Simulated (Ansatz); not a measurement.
**BaMg2AsP (built on the sites of a database entry of BaMg2P2): from the cell to its phonons**

Aim: the vibrations of BaMg2AsP (built on the sites of a database entry of BaMg2P2), their spectra, and whether the structure is stable.

Method: DFT PBEsol, scalar-relativistic, plane waves, PAW, in Ansatz 0.2.0.

Report form: the programs' logs are mostly left out.

The structure was built from a prototype and need not be the compound's stable phase.

## (1) Starting point

The structure is trigonal, space group P3m1 (No. 156). Conventional cell: a = 4.404 Å, b = 4.404 Å, c = 7.678 Å, α = 90.00°, β = 90.00°, γ = 120.00°. Nearest to Ba lie 3 As at 3.32 Å and 3 P at 3.32 Å. Mg has 1 As at 2.63 Å and 3 P at 2.65 Å nearest. Mg has 1 P at 2.63 Å and 3 As at 2.65 Å nearest. As has 4 Mg at 2.63 to 2.65 Å and 3 Ba at 3.32 Å nearest. Nearest to P lie 4 Mg at 2.63 to 2.65 Å and 3 Ba at 3.32 Å. Farther neighbours are not listed.

## (2) Relaxation

Harmonic phonons are second derivatives at a point where the forces vanish, and they are wanted at zero stress, so atoms and cell are relaxed first.

Contents of input.yaml:

```yaml
crystal:
  lattice:
    - [4.40383, 0.0, 0.0]
    - [-2.20191, 3.81383, 0.0]
    - [0.0, 0.0, 7.67821]
  atoms:
    - { symbol: Ba, position: [0.0, 0.0, 0.0] }
    - { symbol: Mg, position: [0.66666667, 0.33333333, 0.37813727] }
    - { symbol: Mg, position: [0.33333333, 0.66666667, 0.62186273] }
    - { symbol: As, position: [0.66666667, 0.33333333, 0.72124853] }
    - { symbol: P, position: [0.33333333, 0.66666667, 0.27875147] }
kpoints:
  mp_grid: { grid: [6, 6, 4] }
hamiltonian:
  xc: pbesol
scf:
  occupations: { method: gaussian, width: 0.02 }
output:
  forces: true
  stress: true
  eigenvalues: true
relax:
  adjacent_minimum: "off"
  f_tol: 0.005
  max_steps: 80
  cell: { stress_tol: 0.05 }
```

On the command line:

```bash
ansatz run input.yaml --threads 8 --pin off --max-ram 14336MiB --backend cpu --events-out ev --progress --plain --runs-dir out
```

The job ended after 6 s (8 threads of Intel Xeon Platinum 8559C (Emerald Rapids), shared host; peak memory 0.64 GiB; 39 s of CPU time).

Step by step:

```tsv
step	energy less that of the first step (eV)	largest force component (eV/Å)	pressure (GPa)	volume (Å³)
1	0.0000	0.5110	-0.41	128.96
2	-0.0304	0.1804	0.26	126.36
3	-0.0384	0.0244	-0.05	127.31
4	-0.0386	0.0103	0.01	127.16
5	-0.0386	0.0063	0.00	127.20
6	-0.0386	0.0003	0.00	127.19
7*	-0.0385	0.0003	0.00	127.19
```

Relaxation steps marked * repeat the geometry before them on a plane-wave basis chosen anew for their cell, so energy and pressure can jump there.

Forces are held to the 6 operations that the run works with; a distortion that breaks them can't arise in this run.

```tsv
conventional cell, symmetrised	before	after	change
a (Å)	4.404	4.403	-0.0 %
b (Å)	4.404	4.403	-0.0 %
c (Å)	7.678	7.576	-1.3 %
volume (Å³/atom)	25.79	25.44	-1.4 %
```

The atoms that moved most (Å, as changes of fractional coordinates times the final cell):

```tsv
atom	dx	dy	dz	length
As4	0.000	0.000	0.066	0.066
Mg2	0.000	0.000	-0.044	0.044
P5	0.000	0.000	-0.042	0.042
Ba1	0.000	0.000	0.034	0.034
Mg3	0.000	0.000	-0.014	0.014
```

Numbers from this step:

```
pressure           : -0.001485 GPa
gap on the k-mesh  : 1.037 eV
volume per atom    : 25.44 Å³
direct gap on mesh : 1.688 eV
```

In this step the volume went from 25.79 to 25.44 Å³/atom.

## (3) Tight relaxation

Phonons need a cell at rest on their own settings, so the relaxation is repeated with tight tolerances on forces and stress on the k mesh and occupations of the first response run.

Contents of input.yaml:

```yaml
crystal:
  lattice:
    - [4.4029916831, -2.8862e-06, 0.0]
    - [-2.201493342, 3.8131040933, 0.0]
    - [0.0, 0.0, 7.5757839801]
  atoms:
    - { symbol: Ba, position: [0.0, 0.0, 0.0045039313] }
    - { symbol: Mg, position: [0.6666666667, 0.3333333333, 0.3723359928] }
    - { symbol: Mg, position: [0.3333333333, 0.6666666667, 0.620056038] }
    - { symbol: As, position: [0.6666666667, 0.3333333333, 0.7298987038] }
    - { symbol: P, position: [0.3333333333, 0.6666666667, 0.2732053341] }
kpoints:
  mp_grid: { grid: [6, 6, 4] }
hamiltonian:
  xc: pbesol
scf:
  occupations: { method: fixed }
output:
  forces: true
  stress: true
  eigenvalues: true
relax:
  adjacent_minimum: "off"
  f_tol: 0.001
  max_steps: 60
  cell: { stress_tol: 0.01 }
```

Run time: 2 s. Hardware: 8 threads; peak memory 0.61 GiB.

Little changed from the start: no atom moved by 0.005 Å and no cell edge by 0.1 %.

Numbers from this step:

| Property | Result |
| --- | --- |
| pressure | -0.001484 GPa |

The largest force component left is 0.34 meV/Å and the pressure is -0.001 GPa, within the tolerances set. The cell now holds 25.44 Å³/atom.

## (4) Linear response at the zone centre

The zone centre comes first: it holds the modes that light can see, as far as symmetry allows. The response to a homogeneous field gives the Born charges and the dielectric tensor.

input.yaml, as its differences from that of step 3:

```diff
@@ -18,9 +18,6 @@
 output:
-  forces: true
-  stress: true
   eigenvalues: true
-relax:
-  adjacent_minimum: "off"
-  f_tol: 0.001
-  max_steps: 60
-  cell: { stress_tol: 0.01 }
+phonons:
+  method: dfpt
+  dielectric: true
+  rigid_motions: translations
```

Wall time 41 s (8 threads); peak memory 1.9 GiB; 4.7 min of CPU time.

This step gave:

- sum-rule residual before enforcement: 1.08e-4 eV/Å²
- miss of the charge sum rule: 0.006220 e
- estimated error of the dielectric tensor: 0.03537
- estimated error of the Born charges: 0.02571 e
- point group: 3m
- highest optical mode at the zone centre (no LO-TO term): 291.6 cm⁻¹
- lowest optical zone-centre mode: 93.97 cm⁻¹
- mean high-frequency dielectric constant: 9.026
- largest Born charge (third of the trace): -3.179 e
- mean static dielectric constant: 16.32
- top of the zone-centre spectrum with the field: 332.7 cm⁻¹

Without the LO-TO term. Patterns of degenerate modes are one choice out of their space. The modes at Γ (shares of kinetic energy by element, %):

```tsv
mode	frequency (cm⁻¹)	symmetry	Ba %	Mg %	As %	P %
1	0.0	acoustic	47	17	26	11
2	0.0	acoustic	47	17	26	11
3	0.0	acoustic	47	17	26	11
4	94.0	E	49	13	36	1
5	94.0	E	49	13	36	1
6	128.1	E	3	34	19	43
7	128.1	E	3	34	19	43
8	128.9	A1	48	2	44	7
9	213.0	A1	3	20	29	49
10	251.9	A1	0	98	1	0
11	253.8	E	0	74	18	8
12	253.8	E	0	74	18	8
13	276.9	E	0	62	1	37
14	276.9	E	0	62	1	37
15	291.6	A1	2	64	1	34
```

Displacements in mode 4 (94.0 cm⁻¹), the largest set to 1:
```
Ba1  0.87  0.08  0.00
Mg2 -0.45 -0.04  0.00
Mg3 -0.97 -0.09  0.00
As4 -1.00 -0.10  0.00
P5  -0.30 -0.03  0.00
```

Displacements in mode 8 (128.9 cm⁻¹), the largest set to 1:
```
Ba1  0.00  0.00  0.78
Mg2  0.00  0.00 -0.25
Mg3  0.00  0.00 -0.27
As4  0.00  0.00 -1.00
P5   0.00  0.00 -0.61
```

Optical modes at the zone centre, without and with the macroscopic field of the longitudinal modes; each column is sorted by frequency, so a row need not hold one and the same mode. Modes with and without the field, by row:

```tsv
rank among optical modes	no field (cm⁻¹)	q along (1, 0, 0) (cm⁻¹)	q along (0, 0, 1) (cm⁻¹)
1	94	94	94
2	94	102.5	94
3	128.1	128.1	128.1
4	128.1	128.9	128.1
5	128.9	128.9	157.6
6	213	213	213.6
7	251.9	251.9	252.3
8	253.8	253.8	253.8
9	253.8	266.9	253.8
10	276.9	276.9	276.9
11	276.9	291.6	276.9
12	291.6	315.1	332.7
```

Born charge (rows field, columns displacement) (e), principal values of the symmetric part by kind of site:

```tsv
atom	atoms with these values	low	middle	high	mean
Ba1	1	2.49	2.49	3.21	2.73
Mg2	1	1.75	1.79	1.79	1.78
Mg3	1	1.61	1.76	1.76	1.71
As4	1	-3.17	-2.97	-2.97	-3.03
P5	1	-3.39	-3.07	-3.07	-3.18
```

In full for Ba1:

```
2.49 0.00 0.00
0.00 2.49 0.00
0.00 0.00 3.21
```

High-frequency dielectric tensor:

```
8.97 0.00 0.00
0.00 8.97 0.00
0.00 0.00 9.14
```

Static dielectric tensor (ions relaxed, fixed cell):

```
15.49  0.00  0.00
 0.00 15.49  0.00
 0.00  0.00 17.99
```

Transverse modes. Infrared lines, with heights relative to the strongest:

```tsv
position (cm⁻¹)	relative intensity
94	14
128	1.3
129	31
213	0.9
252	1.1
254	100
277	52
292	60
```

Before it was imposed, the acoustic sum rule was missed by 1.1e-4 eV/Å² and the charge sum rule by 0.0062 e. Small misses are needed for a sound result but don't prove that mesh and cutoff are converged. The lowest optical mode is real, 94.0 cm⁻¹.

The log warns of the k mesh: “the force constants stand on the 6×6×4 k-mesh, whose period is 9.78 times the interband length at k = (0.0000, 0.0000, 0.0000), direct gap 1.705 eV, under 14: take them and everything formed from them as unconverged”.

## (5) The dispersion

Stability and thermal properties need the whole zone. Linear response on a 3×3×2 q mesh gives force constants as far as a supercell of that size would, and the tensors from the zone-centre run are typed in so that the long-range dipole term is interpolated apart.

input.yaml, the sections that differ from step 4:

```yaml
phonons:
  method: dfpt
  qmesh: [3, 3, 2]
  temperatures: { t_max: 1000, t_step: 50 }
  qpath:
    path:
      - [[0.0, 0.0, 0.0], [0.5, 0.0, 0.0], [0.33333333, 0.33333333, 0.0], [0.0, 0.0, 0.0], [0.0, 0.0, 0.5], [0.5, 0.0, 0.5], [0.33333333, 0.33333333, 0.5], [0.0, 0.0, 0.5]]
      - [[0.5, 0.0, 0.5], [0.5, 0.0, 0.0]]
      - [[0.33333333, 0.33333333, 0.5], [0.33333333, 0.33333333, 0.0]]
    npoints: 10
  non_analytic_term:
    high_frequency_dielectric_tensor: [[8.9667, 0.0, 0.0], [0.0, 8.9667, 0.0], [0.0, 0.0, 9.145]]
    born_effective_charges:
      - { species: Ba, tensor: [[2.4866, 0.0, 0.0], [0.0, 2.4866, 0.0], [0.0, 0.0, 3.2054]] }
      - { species: Mg, tensor: [[1.7915, 0.0, 0.0], [0.0, 1.7915, 0.0], [0.0, 0.0, 1.7462]] }
      - { species: Mg, tensor: [[1.7594, 0.0, 0.0], [0.0, 1.7594, 0.0], [0.0, 0.0, 1.6138]] }
      - { species: As, tensor: [[-2.9664, 0.0, 0.0], [0.0, -2.9664, 0.0], [0.0, 0.0, -3.1705]] }
      - { species: P, tensor: [[-3.0711, 0.0, 0.0], [0.0, -3.0711, 0.0], [0.0, 0.0, -3.3948]] }
    source: "zone-centre run at this cell"
# crystal, kpoints, hamiltonian, scf, output: as in step 4
```

Wall time 3.4 min (8 threads); peak memory 1.8 GiB.

Numbers from this step:

* sum-rule residual before enforcement: 4.39e-5 eV/Å²
* lowest frequency on the path: 0 cm⁻¹
* highest frequency on the path or at a solved wavevector: 333.9 cm⁻¹
* mean frequency: 181.6 cm⁻¹
* Debye temperature (second moment): 368 K
* logarithmic mean frequency: 161.4 cm⁻¹
* lowest mode on the q mesh (acoustic modes at Γ apart): 56.65 cm⁻¹
* zero-point energy per atom: 33.77 meV
* heat capacity at 300 K: 23.19 J/(mol atoms K)
* vibrational entropy at 300 K: 32.24 J/(mol atoms K)

Frequencies (cm⁻¹) solved at each irreducible wavevector; negative means imaginary. Frequencies by wavevector, by row:

```tsv
q in reciprocal lattice units	star	mode 1	mode 2	mode 3	mode 4	mode 13	mode 14	mode 15
0 0 0	1	0	0	0	94	276.9	276.9	291.6
0 0 -0.5	1	56.6	56.6	76.9	76.9	275.9	275.9	333.9
0 0.3333 0	6	65.8	73	96	98.7	267.1	288.7	310.1
0 0.3333 -0.5	6	69.7	74	79	93.5	267.1	287.9	316.6
0.3333 0.3333 0	2	79.1	90.3	92.6	118.8	271.4	285.7	288.6
0.3333 0.3333 -0.5	2	78.5	87.9	92.6	124.1	269.5	289.9	292.7
```

Interpolated from a 3×3×2 q mesh, with the LO-TO term (at Γ the limit along the path; where Γ stands inside the path, tables give the limit on arrival). Phonon branches along the path, in cm⁻¹:

```tsv
point	branch 1	branch 2	branch 3	branch 4	branch 12	branch 13	branch 14	branch 15
Γ	0	0	0	94	267	277	292	315
halfway	53	62	87	97	259	271	291	314
M	77	77	100	100	250	262	281	305
halfway	78	82	97	110	246	268	282	298
K	79	90	93	119	247	271	286	289
halfway	59	70	91	101	256	270	293	308
Γ	0	0	0	94	267	277	292	315
halfway	35	35	55	88	254	276	276	333
A	57	57	77	77	256	276	276	334
halfway	65	67	77	89	259	271	291	320
L	74	74	90	98	252	262	280	311
halfway	76	81	91	109	249	267	284	304
H	78	88	93	124	250	270	290	293
halfway	69	72	76	95	256	270	293	315
A	57	57	77	77	256	276	276	334
jump to L	74	74	90	98	252	262	280	311
halfway	75	76	95	99	251	262	281	308
M	77	77	100	100	250	262	281	305
jump to H	78	88	93	124	250	270	290	293
halfway	79	89	93	122	248	270	288	291
K	79	90	93	119	247	271	286	289
```

Tetrahedra on a 18×18×8 mesh, mean over bins of 5 cm-1. Interpolated from a 3×3×2 q mesh. Phonon density of states against wavenumber; read off at these points:

wavenumber (cm⁻¹), phonon density of states (1/cm⁻¹/cell) and a bar:
```
        2      0.000 
       18      0.001 
       32      0.005 #
       48      0.013 ##
       68      0.041 ########
       78      0.158 ##############################
       82      0.064 ############
       92      0.098 ###################
       98      0.088 #################
      112      0.029 #####
      128      0.062 ############
      132      0.109 #####################
      142      0.069 #############
      158      0.033 ######
      178      0.025 #####
      192      0.075 ##############
      208      0.090 #################
      222      0.051 ##########
      238      0.036 #######
      248      0.135 ##########################
      252      0.094 ##################
      268      0.118 ######################
      288      0.081 ###############
      302      0.031 ######
      318      0.027 #####
      332      0.002
```

The partial phonon density of states has structure finer than the step of the table below, so its rows give means over 20 cm⁻¹, whole bins alone (the curve runs from -10 to 354 cm⁻¹). Peaks (cm⁻¹: height): As 97.5: 0.0290, 131.9: 0.0523, 145.6: 0.0459, 193.7: 0.0148; Ba 77.0: 0.123; Mg 212.0: 0.0460, 248.6: 0.0727, 266.9: 0.0608, 289.8: 0.0603; P 207.4: 0.0311, 248.6: 0.0414, 269.2: 0.0384, 289.8: 0.0176.

Phonopy on the run's constants, 15x15x7 mesh, Gaussian sigma 2.6 cm-1. Interpolated from a 3×3×2 q mesh. The partial phonon density of states by wavenumber; means over each step; values in 1/cm⁻¹/cell:

```tsv
wavenumber (cm⁻¹)	As	Ba	Mg	P
0	2.8e-5	4.9e-5	1.7e-5	9.5e-6
20	4.8e-4	9.5e-4	3.0e-4	1.9e-4
40	0.00206	0.00482	0.00119	7.0e-4
60	0.00542	0.0209	0.00255	0.00141
80	0.0107	0.0742	0.00456	0.00191
100	0.0227	0.0288	0.0114	0.00252
120	0.0245	0.00994	0.00894	0.00424
140	0.0403	0.00642	0.0127	0.00988
160	0.0112	7.7e-4	0.0133	0.0113
180	0.00523	2.3e-4	0.0138	0.00696
200	0.00979	6.8e-4	0.0270	0.0176
220	0.00325	8.9e-4	0.0339	0.0162
240	0.00706	3.9e-4	0.0407	0.0208
260	0.00425	2.7e-4	0.0441	0.0254
280	0.00114	1.8e-4	0.0365	0.0147
300	0.00117	2.2e-4	0.0339	0.00925
320	6.8e-4	1.3e-4	0.0145	0.00647
340	3.1e-5	2.4e-6	4.4e-4	3.2e-4
```

Harmonic thermodynamic functions per atom, from the density of states. Interpolated from a 3×3×2 q mesh. Thermodynamic functions, by row:

```tsv
T (K)	F_vib (meV/atom)	S (J/mol-atom/K)	C_V (J/mol-atom/K)
0	33.77	0	0
50	33.29	3.186	6.56
100	29.79	10.45	14.71
200	11.99	23.18	21.3
300	-16.97	32.24	23.19
400	-54.05	39.02	23.92
500	-97.38	44.41	24.28
600	-145.8	48.85	24.48
700	-198.4	52.63	24.6
800	-254.7	55.92	24.68
900	-314.2	58.84	24.73
1000	-376.6	61.44	24.77
```

Harmonic mean-square displacement, third of the trace. Interpolated from a 3×3×2 q mesh. Mean square displacements, by row:

```tsv
T (K)	Ba1 U_eq (Å²)	Mg2 U_eq (Å²)	Mg3 U_eq (Å²)	As4 U_eq (Å²)	P5 U_eq (Å²)
0	0.00154	0.0035	0.00343	0.00185	0.00277
100	0.00329	0.00458	0.00457	0.00312	0.00368
300	0.00912	0.01	0.01001	0.00802	0.0081
600	0.0181	0.0192	0.01922	0.01578	0.01555
```

Symmetry leaves 6 wavevectors to solve. The lowest mode among them, the acoustic zeros apart, lies at q = (0, 0, -0.5) and is real, 56.6 cm⁻¹.

## (6) Another isotope, element Ba, natural mass 137.327 amu

An isotope changes the mass and not the force constants, so no new electronic calculation is needed; the shifts show which modes move this element.

The same force constants with the mass of Ba changed from 137.327 to 133.905 u (phonopy, no LO-TO term). Both lists are sorted by frequency; levels can cross, so a row need not hold one and the same mode. Modes under 3 cm⁻¹ are left out. Isotope shifts, by row, the first 40 of 57 rows:

```tsv
q	rank	natural mass (cm⁻¹)	changed mass (cm⁻¹)
0 0 0	4	93.97	94.56
0 0 0	5	93.97	94.56
0 0 0	6	128.1	128.2
0 0 0	7	128.1	128.2
0 0 0	8	128.9	129.7
0 0 0	9	213	213
0 0 0	10	251.9	251.9
0 0 0	11	253.8	253.8
0 0 0	12	253.8	253.8
0 0 0	13	276.9	276.9
0 0 0	14	276.9	276.9
0 0 0	15	291.6	291.7
0 0 -0.5	1	56.65	57.21
0 0 -0.5	2	56.65	57.21
0 0 -0.5	3	76.93	77.02
0 0 -0.5	4	76.93	77.02
0 0 -0.5	5	98.09	98.85
0 0 -0.5	6	111.9	112.3
0 0 -0.5	7	129.5	129.7
0 0 -0.5	8	129.5	129.7
0 0 -0.5	9	214.3	214.4
0 0 -0.5	10	254.7	254.7
0 0 -0.5	11	254.7	254.7
0 0 -0.5	12	256.4	256.4
0 0 -0.5	13	275.9	275.9
0 0 -0.5	14	275.9	275.9
0 0 -0.5	15	333.9	333.9
0 0.3333 0	1	65.76	66.35
0 0.3333 0	2	73	73.78
0 0.3333 0	3	95.99	97.09
0 0.3333 0	4	98.65	98.99
0 0.3333 0	5	123.7	124
0 0.3333 0	6	139.6	139.6
0 0.3333 0	7	150.5	150.6
0 0.3333 0	8	185.6	185.7
0 0.3333 0	9	208.2	208.2
0 0.3333 0	10	223.3	223.3
0 0.3333 0	11	244.6	244.6
0 0.3333 0	12	254.4	254.4
0 0.3333 0	13	267.1	267.1
```

A mode of this element alone would shift by +1.27 %. The highest zone-centre frequency without the field goes from 291.6 to 291.7 cm⁻¹ (+0.0 %). The product of the frequency ratios over all optical modes at Γ is 1.020; the product rule, (m/m′)^(3k/2) (M′/M)^(3/2) with k = 1 such atoms and M the mass of the cell, gives 1.020.

## (7) Another isotope, element Mg, natural mass 24.305 amu

The same for Mg, from 24.30 to 25.98 u.

The same force constants with the mass of Mg changed from 24.305 to 25.983 u (phonopy, no LO-TO term). Both lists are sorted by frequency; levels can cross, so a row need not hold one and the same mode. Modes under 3 cm⁻¹ are left out. Isotope shifts, by row, the first 40 of 57 rows:

```tsv
q	rank	natural mass (cm⁻¹)	changed mass (cm⁻¹)
0 0 0	4	93.97	93.54
0 0 0	5	93.97	93.54
0 0 0	6	128.1	126.6
0 0 0	7	128.1	126.6
0 0 0	8	128.9	128.8
0 0 0	9	213	211.4
0 0 0	10	251.9	243.8
0 0 0	11	253.8	247.6
0 0 0	12	253.8	247.6
0 0 0	13	276.9	271.4
0 0 0	14	276.9	271.4
0 0 0	15	291.6	285.6
0 0 -0.5	1	56.65	56.58
0 0 -0.5	2	56.65	56.58
0 0 -0.5	3	76.93	76.13
0 0 -0.5	4	76.93	76.13
0 0 -0.5	5	98.09	97.9
0 0 -0.5	6	111.9	111
0 0 -0.5	7	129.5	128.1
0 0 -0.5	8	129.5	128.1
0 0 -0.5	9	214.3	212.4
0 0 -0.5	10	254.7	248.4
0 0 -0.5	11	254.7	248.4
0 0 -0.5	12	256.4	248.6
0 0 -0.5	13	275.9	270.5
0 0 -0.5	14	275.9	270.5
0 0 -0.5	15	333.9	328.1
0 0.3333 0	1	65.76	65.57
0 0.3333 0	2	73	72.89
0 0.3333 0	3	95.99	95.95
0 0.3333 0	4	98.65	97.89
0 0.3333 0	5	123.7	122.9
0 0.3333 0	6	139.6	138.9
0 0.3333 0	7	150.5	148.5
0 0.3333 0	8	185.6	181.8
0 0.3333 0	9	208.2	206.4
0 0.3333 0	10	223.3	217.2
0 0.3333 0	11	244.6	239.2
0 0.3333 0	12	254.4	250.2
0 0.3333 0	13	267.1	261.7
```

A mode of this element alone would shift by -3.28 %. The highest zone-centre frequency without the field goes from 291.6 to 285.6 cm⁻¹ (-2.1 %). The product of the frequency ratios over all optical modes at Γ is 0.832; the product rule, (m/m′)^(3k/2) (M′/M)^(3/2) with k = 2 such atoms and M the mass of the cell, gives 0.833.

## (8) Summary of results

```json
{"space group after relaxation (within 0.01 Å)": "P3m1", "volume per atom": "25.4 Å³", "gap on the k-mesh": "1.04 eV", "highest optical mode at the zone centre (no LO-TO term)": "292 cm⁻¹", "top of the zone-centre spectrum with the field": "333 cm⁻¹", "lowest optical zone-centre mode": "94.0 cm⁻¹", "mean high-frequency dielectric constant": "9.03", "mean static dielectric constant": "16.3", "largest Born charge (third of the trace)": "-3.18 e", "lowest mode on the q mesh (acoustic modes at Γ apart)": "56.6 cm⁻¹", "highest frequency on the path or at a solved wavevector": "334 cm⁻¹", "zero-point energy per atom": "33.8 meV", "heat capacity at 300 K": "23.2 J/(mol atoms K)", "vibrational entropy at 300 K": "32.2 J/(mol atoms K)", "Debye temperature (second moment)": "368 K", "imaginary modes on the 3×3×2 q mesh": "none"}
```

What this shows: The structure is a minimum as far as tested: no mode is imaginary at the 6 irreducible wavevectors of the 3×3×2 mesh, and the softest away from the acoustic zeros lies at 57 cm⁻¹. Without the field, the optical modes at Γ span 94 to 292 cm⁻¹. With the macroscopic field of the longitudinal modes the top of the zone-centre spectrum lies at 333 cm⁻¹, against 292 cm⁻¹ without it. Lattice motion raises the mean dielectric constant from 9.026 to 16.32. The strongest infrared line is at 254 cm⁻¹. With the field response the log warns that the k mesh is coarse for the force constants too, so the frequencies may not be converged. The program warns that the interpolation holds no quadrupole term, so branches close to Γ can be off in this crystal. Spin-orbit coupling is left out, which can matter for the heavy elements here. The starting cell was built on a prototype and not taken from a measurement, so the phase need not exist. These are harmonic frequencies at zero temperature: anharmonic shifts, linewidths and thermal expansion are left out.

[Logs are printed without paths, hosts, clocks, repeated set-up lines and the standing remarks that a program may print on its own settings, such as how far it seeks lower states.]

[Hosts, paths, dates, database ids (printed as entryN), source tags and the programs' standing remarks are cut or masked in the printed files.]
